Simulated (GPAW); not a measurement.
# A 8-layer slab of Nb(100): work function by functional and basis, part 2 of 2

Aim: the work function of both faces of a 8-layer slab of Nb(100), and its spread over functionals and bases.

GPAW 26.7.0; GPAW, PAW setups; slab in vacuum, relaxation (the session's first sound run).

So far, upper work function (eV): step 2 (relaxing the atoms, PBE, GPAW) 3.62; step 3 (plane waves, PBE) 3.62; step 4 (self-consistent run: xc = "vdW-DF2", GPAW, PAW setups, GPAW) 4.05; step 5 (self-consistent run: xc = "LDA") 3.89; step 6 (self-consistent run: xc = "RPBE") 3.46.

### Step 7. OptPBE vdW: xc = "optPBE-vdW"

The same geometry under optPBE-vdW, to see how far the functional moves the levels against the vacuum (the van der Waals functionals take revPBE setups).

File run.py:

```python
import json
import numpy as np
from ase import Atoms
from gpaw import GPAW, PW

slab = Atoms(
    ['Nb', 'Nb', 'Nb', 'Nb', 'Nb', 'Nb', 'Nb', 'Nb'],
    positions=[
        [1.65000, 1.65000, 7.00000],
        [0.00000, 0.00000, 8.65000],
        [1.65000, 1.65000, 10.30000],
        [0.00000, 0.00000, 11.95000],
        [1.65000, 1.65000, 13.57141],
        [0.00000, -0.00000, 15.26998],
        [1.65000, 1.65000, 16.92401],
        [0.00000, -0.00000, 18.37486]],
    cell=[[3.3, 0.0, 0.0], [0.0, 3.3, 0.0], [0.0, 0.0, 25.55]],
    pbc=[True, True, False])

slab.calc = GPAW(mode=PW(400), xc='optPBE-vdW', kpts={'size': (10, 10, 1), 'gamma': True},
                 occupations={'name': 'fermi-dirac', 'width': 0.1}, nbands='160%',
                 convergence={'density': 1e-05}, maxiter=200,
                 poissonsolver={'dipolelayer': 'xy'},
                 symmetry={'tolerance': 1e-3}, txt='slab.txt')
result = {}
energy = slab.get_potential_energy()
fermi = slab.calc.get_fermi_level()
v = slab.calc.get_electrostatic_potential().mean((0, 1)) - fermi
n = slab.calc.get_pseudo_density().mean((0, 1))
L = slab.cell[2, 2]
z = np.arange(len(v)) * L / len(v)
low, high = slab.positions[:, 2].min(), slab.positions[:, 2].max()
below, above = np.interp([low - 4.8, high + 4.8], z, v)
slopes = [np.interp(x, z, np.gradient(v, z)) for x in (low - 4.8, high + 4.8)]
eps = np.array([[slab.calc.get_eigenvalues(k, s) for k in range(len(slab.calc.get_ibz_k_points()))]
                for s in range(slab.calc.get_number_of_spins())]) - fermi
top, bottom = eps[eps < 0].max(), eps[eps > 0].min()
dipole = slab.get_dipole_moment()[2]
print(f'energy {energy:.4f} eV, Fermi level {fermi:.4f} eV, dipole {dipole:.5f} e A')
print(f'potential 4.8 A off the faces, from the Fermi level: lower {below:.4f} eV, upper {above:.4f} eV')
print(f'slope of the potential there: lower {slopes[0]:.5f}, upper {slopes[1]:.5f} eV/A')
print(f'nearest levels on the mesh: {top:.4f} and {bottom:.4f} eV')
print('magnetic moment', round(slab.get_magnetic_moment(), 3))
result.update(energy=energy, fermi=fermi, dipole=dipole, below=below, above=above, slopes=slopes, edges=[top, bottom],
              z=z.tolist(), v=v.tolist(), n=n.tolist(), positions=slab.positions.tolist(),
              forces=slab.get_forces(apply_constraint=False).tolist(), moments=slab.get_magnetic_moments().tolist())
json.dump(result, open('result.json', 'w'))
```

The run is started by

```bash
$ OMP_NUM_THREADS=1 OPENBLAS_NUM_THREADS=1 python run.py
```

What it wrote:

```text
energy -185.8779 eV, Fermi level 4.2030 eV, dipole 0.00650 e A
potential 4.8 A off the faces, from the Fermi level: lower 3.9642 eV, upper 3.8557 eV
slope of the potential there: lower -0.00637, upper 0.00561 eV/A
nearest levels on the mesh: -0.0123 and 0.0158 eV
magnetic moment 0.0
```

Run time: 7 min. Hardware: 1 thread of Arm Neoverse V2, shared host; peak memory 0.53 GiB.

Numbers from this step:

```yaml
dipole_along_the_normal: 0.006501 e·Å
levels_nearest_the_fermi_level_on_the_mesh: -0.01226, 0.01577 eV from the Fermi level
upper_work_function: 3.856 eV
lower_work_function: 3.964 eV
```

The electrostatic potential energy of an electron (without an applied field's), less the Fermi level, planar mean oscillates, so the rows of the table below give means over windows of 1.6 Å about each position, cut where the curve ends. Its maxima inside the range that stand out by 2 % of the span (Å: eV): 7.9: -6.37, 9.5: -6.37, 11.2: -6.41, 12.8: -6.66, 14.4: -5.79, 16.1: -6.36, 17.7: -9.41. Its minima: 7.0: -17.3, 8.6: -17.0, 10.3: -17.1, 11.9: -17.0, 13.5: -16.9, 15.2: -17.0, 16.9: -17.3, 18.3: -17.5.

Table of electrostatic potential energy of an electron (without an applied field's), less the Fermi level, planar mean by z; means over each step:

z (Å), electrostatic potential energy of an electron (without an applied field's), less the Fermi level, planar mean (eV) and a bar from the least value:
```
     0.80        4.0 ##############################
     2.40        4.0 ##############################
     4.00        3.8 ##############################
     5.60        0.9 ########################
     7.20      -11.5 #
     8.80      -11.5 #
    10.40      -11.6 #
    12.00      -11.6 #
    13.60      -11.5 #
    15.20      -11.5 #
    16.80      -12.0 
    18.40      -11.8 
    20.00        2.0 ##########################
    21.60        3.8 ##############################
    23.20        3.9 ##############################
    24.80        3.9 ##############################
```

The upper face's work function is 3.856 eV, against 3.615 eV in the first plane-wave PBE run at this geometry.

### Step 8. Self-consistent run: xc = "revPBE"

The same geometry under revPBE, to see how far the functional moves the levels against the vacuum.

Edit run.py of step 7 so:

```diff
@@ -19,3 +19,3 @@
 
-slab.calc = GPAW(mode=PW(400), xc='optPBE-vdW', kpts={'size': (10, 10, 1), 'gamma': True},
+slab.calc = GPAW(mode=PW(400), xc='revPBE', kpts={'size': (10, 10, 1), 'gamma': True},
                  occupations={'name': 'fermi-dirac', 'width': 0.1}, nbands='160%',
```

What it wrote:

```text
energy -76.3094 eV, Fermi level 4.3887 eV, dipole 0.00779 e A
potential 4.8 A off the faces, from the Fermi level: lower 3.6075 eV, upper 3.4776 eV
slope of the potential there: lower -0.00384, upper 0.00328 eV/A
nearest levels on the mesh: -0.0040 and 0.0351 eV
magnetic moment 0.0
```

Wall time 6.7 min (1 thread); peak memory 0.37 GiB.

Numbers from this step:

```yaml
dipole_along_the_normal: 0.007793 e·Å
levels_nearest_the_fermi_level_on_the_mesh: -0.003958, 0.03511 eV from the Fermi level
upper_work_function: 3.478 eV
lower_work_function: 3.608 eV
```

The upper face's work function is 3.478 eV, against 3.615 eV in the first plane-wave PBE run at this geometry.

### Step 9. Real-space grid: mode = "fd"

A real-space grid is a second complete basis, so it checks the plane-wave result.

Edit run.py of step 8 so:

```diff
@@ -3,3 +3,3 @@
 from ase import Atoms
-from gpaw import GPAW, PW
+from gpaw import GPAW
 
@@ -19,3 +19,3 @@
 
-slab.calc = GPAW(mode=PW(400), xc='revPBE', kpts={'size': (10, 10, 1), 'gamma': True},
+slab.calc = GPAW(mode='fd', h=0.18, xc='PBE', kpts={'size': (10, 10, 1), 'gamma': True},
                  occupations={'name': 'fermi-dirac', 'width': 0.1}, nbands='160%',
```

What it wrote:

```text
energy -79.5673 eV, Fermi level -3.6774 eV, dipole 0.00750 e A
potential 4.8 A off the faces, from the Fermi level: lower 3.7384 eV, upper 3.6140 eV
slope of the potential there: lower -0.00313, upper 0.00277 eV/A
nearest levels on the mesh: -0.0040 and 0.0352 eV
magnetic moment 0.0
```

Wall time 41 min (1 thread); peak memory 2.4 GiB.

Numbers from this step:

```
dipole along the normal                    : 0.007496 e·Å
levels nearest the Fermi level on the mesh : -0.004008, 0.03518 eV from the Fermi level
upper work function                        : 3.614 eV
lower work function                        : 3.738 eV
```

The electrostatic potential energy of an electron (without an applied field's), less the Fermi level, planar mean oscillates, so the rows of the table below give means over windows of 1.64 Å about each position, cut where the curve ends. Its maxima inside the range that stand out by 2 % of the span (Å: eV): 7.8: -6.30, 9.5: -6.36, 11.1: -6.31, 12.8: -6.64, 14.4: -5.70, 16.1: -6.36, 17.6: -9.39. Its minima: 7.0: -17.4, 8.7: -17.0, 10.3: -17.1, 12.0: -17.0, 13.6: -17.0, 15.2: -17.1, 17.0: -17.2, 18.3: -17.6.

The electrostatic potential energy of an electron (without an applied field's), less the Fermi level, planar mean by z; means over each step:

```
z (Å)  electrostatic potential energy of an electron (without an applied field's), less the Fermi level, planar mean (eV)
 0.82                                                                                                                3.74
 2.46                                                                                                                3.74
 4.10                                                                                                                3.60
 5.74                                                                                                              -0.244
 7.38                                                                                                               -11.5
 9.02                                                                                                               -11.4
10.66                                                                                                               -11.5
12.30                                                                                                               -11.6
13.94                                                                                                               -11.1
15.58                                                                                                               -11.5
17.22                                                                                                               -12.9
18.86                                                                                                               -8.64
20.50                                                                                                                2.99
22.14                                                                                                                3.60
23.78                                                                                                                3.61
25.42                                                                                                                3.62
```

The upper face's work function is 3.614 eV, against 3.615 eV in the first plane-wave PBE run at this geometry.

### Step 10. Atomic orbitals: mode = "lcao"

Atom-centred orbitals end a few angstrom from the surface, which tests how much the density's tail matters.

Edit run.py of step 9 so:

```diff
@@ -19,4 +19,4 @@
 
-slab.calc = GPAW(mode='fd', h=0.18, xc='PBE', kpts={'size': (10, 10, 1), 'gamma': True},
-                 occupations={'name': 'fermi-dirac', 'width': 0.1}, nbands='160%',
+slab.calc = GPAW(mode='lcao', basis='dzp', h=0.18, xc='PBE', kpts={'size': (10, 10, 1), 'gamma': True},
+                 occupations={'name': 'fermi-dirac', 'width': 0.1}, nbands='120%',
                  convergence={'density': 1e-05}, maxiter=200,
```

What it wrote:

```text
energy -76.6573 eV, Fermi level -3.6520 eV, dipole 0.00765 e A
potential 4.8 A off the faces, from the Fermi level: lower 3.7150 eV, upper 3.5880 eV
slope of the potential there: lower -0.00209, upper 0.00176 eV/A
nearest levels on the mesh: -0.0205 and 0.0308 eV
magnetic moment 0.0
```

It took 77 min on 1 thread; peak memory 0.8 GiB.

This step gave:

* dipole along the normal: 0.007650 e·Å
* levels nearest the Fermi level on the mesh: -0.02049, 0.03081 eV from the Fermi level
* upper work function: 3.588 eV
* lower work function: 3.715 eV

The electrostatic potential energy of an electron (without an applied field's), less the Fermi level, planar mean oscillates, so the rows of the table below give means over windows of 1.64 Å about each position, cut where the curve ends. Its maxima inside the range that stand out by 2 % of the span (Å: eV): 7.8: -6.36, 9.5: -6.38, 11.1: -6.33, 12.8: -6.68, 14.4: -5.71, 16.1: -6.37, 17.6: -9.50. Its minima: 7.0: -17.4, 8.7: -17.1, 10.3: -17.2, 12.0: -17.1, 13.6: -17.0, 15.2: -17.1, 17.0: -17.3, 18.3: -17.7.

The electrostatic potential energy of an electron (without an applied field's), less the Fermi level, planar mean by z; means over each step:

```
z (Å)  electrostatic potential energy of an electron (without an applied field's), less the Fermi level, planar mean (eV)
 0.82                                                                                                                3.71
 2.46                                                                                                                3.71
 4.10                                                                                                                3.58
 5.74                                                                                                              -0.214
 7.38                                                                                                               -11.6
 9.02                                                                                                               -11.5
10.66                                                                                                               -11.5
12.30                                                                                                               -11.6
13.94                                                                                                               -11.1
15.58                                                                                                               -11.5
17.22                                                                                                               -13.0
18.86                                                                                                               -8.62
20.50                                                                                                                2.99
22.14                                                                                                                3.57
23.78                                                                                                                3.59
25.42                                                                                                                3.59
```

The upper face's work function is 3.588 eV, against 3.615 eV in the first plane-wave PBE run at this geometry.

### Step 11. Cost and result by level

Times are for 1 thread of Arm Neoverse V2, shared host. The series side by side:

```
no.         run  upper work function (eV)  lower work function (eV)     time  memory (GiB)
  1          pw                     3.615                     3.740  6.1 min          0.37
  2     vdW DF2                     4.054                     4.149  6.5 min          0.54
  3         LDA                     3.891                     4.002  5.9 min          0.36
  4        RPBE                     3.460                     3.589    7 min          0.37
  5  optPBE vdW                     3.856                     3.964    7 min          0.53
  6      revPBE                     3.478                     3.608  6.7 min          0.37
  7          fd                     3.614                     3.738   41 min           2.4
  8        lcao                     3.588                     3.715   77 min           0.8
```

### Step 12. Side by side

Results and costs are gathered.

This step: comparison of work functions, dipole and cost (GPAW 26.7.0).

Ladder, by row:

```
      step  code  work function, upper (eV)  work function, lower (eV)  dipole (e Å)  wall time (s)  peak memory (GiB)  threads
        pw  GPAW                      3.615                       3.74      0.007507          364.8               0.37        1
   vdW-DF2  GPAW                      4.054                      4.149      0.005687          387.2               0.54        1
       LDA  GPAW                      3.891                      4.002      0.006669          356.5               0.36        1
      RPBE  GPAW                       3.46                      3.589      0.007756          419.6               0.37        1
optPBE-vdW  GPAW                      3.856                      3.964      0.006501          417.6               0.53        1
    revPBE  GPAW                      3.478                      3.608      0.007793          401.2               0.37        1
        fd  GPAW                      3.614                      3.738      0.007496           2485                2.4        1
      lcao  GPAW                      3.588                      3.715       0.00765           4609                0.8        1
```

### Step 13. A changed run

One more run, with changed settings.

This step: GPAW, PAW setups; slab in vacuum (GPAW 26.7.0).

Edit run.py of step 10 so:

```diff
@@ -3,3 +3,3 @@
 from ase import Atoms
-from gpaw import GPAW
+from gpaw import GPAW, PW
 
@@ -17,7 +17,7 @@
     cell=[[3.3, 0.0, 0.0], [0.0, 3.3, 0.0], [0.0, 0.0, 25.55]],
-    pbc=[True, True, False])
+    pbc=[True, True, True])
 
-slab.calc = GPAW(mode='lcao', basis='dzp', h=0.18, xc='PBE', kpts={'size': (10, 10, 1), 'gamma': True},
-                 occupations={'name': 'fermi-dirac', 'width': 0.1}, nbands='120%',
-                 convergence={'density': 1e-05}, maxiter=200,
+slab.calc = GPAW(mode=PW(400), xc='PBE', kpts={'size': (10, 10, 1), 'gamma': True},
+                 occupations={'name': 'fermi-dirac', 'width': 0.1}, nbands='160%',
+                 convergence={'density': 1e-05}, maxiter=75,
                  poissonsolver={'dipolelayer': 'xy'},
```

What it wrote:

```text
AssertionError
```

Wall time 1.9 s (1 thread); peak memory 0.17 GiB.

The program refused the input before any cycle.

The fault put into the input: a dipole layer in a cell that repeats along the normal (pbc_z = true).

### Step 14. Summary of results

```yaml
work_function_upper_and_lower_face: 3.615 and 3.740 eV
dipole_along_the_normal: 0.00751 e Å
```

What this shows: With plane waves and PBE the work function is 3.62 eV on the upper face and 3.74 eV on the lower. The two faces differ by 0.13 eV, the step that the slab's dipole makes (e p/(ε0 A) gives 0.12 eV), so the dipole layer is needed. The lowest atoms were held at bulk positions, which alone makes the faces unlike. The measured value for this face is 3.97 eV (as compiled in "Anisotropic work function of elemental crystals", 2019, arxiv:1902.07811); the relaxed upper face lies 0.35 eV under it with PBE, and LDA comes nearest (3.89 eV). Measured work functions scatter by a tenth of an eV or more between methods. Over the sound runs of the table the upper face's work function spans 3.460 (RPBE) to 4.054 eV (vdW-DF2). The in-plane lattice was kept as typed, which isn't the functional's own and leaves some strain; spin-orbit coupling and temperature are left out.

[Logs are printed without paths, hosts, clocks, repeated set-up lines and the standing remarks that a program may print on its own settings, such as how far it seeks lower states.]

[Hosts, paths, dates, database ids (printed as entryN), source tags and the programs' standing remarks are cut or masked in the printed files.]
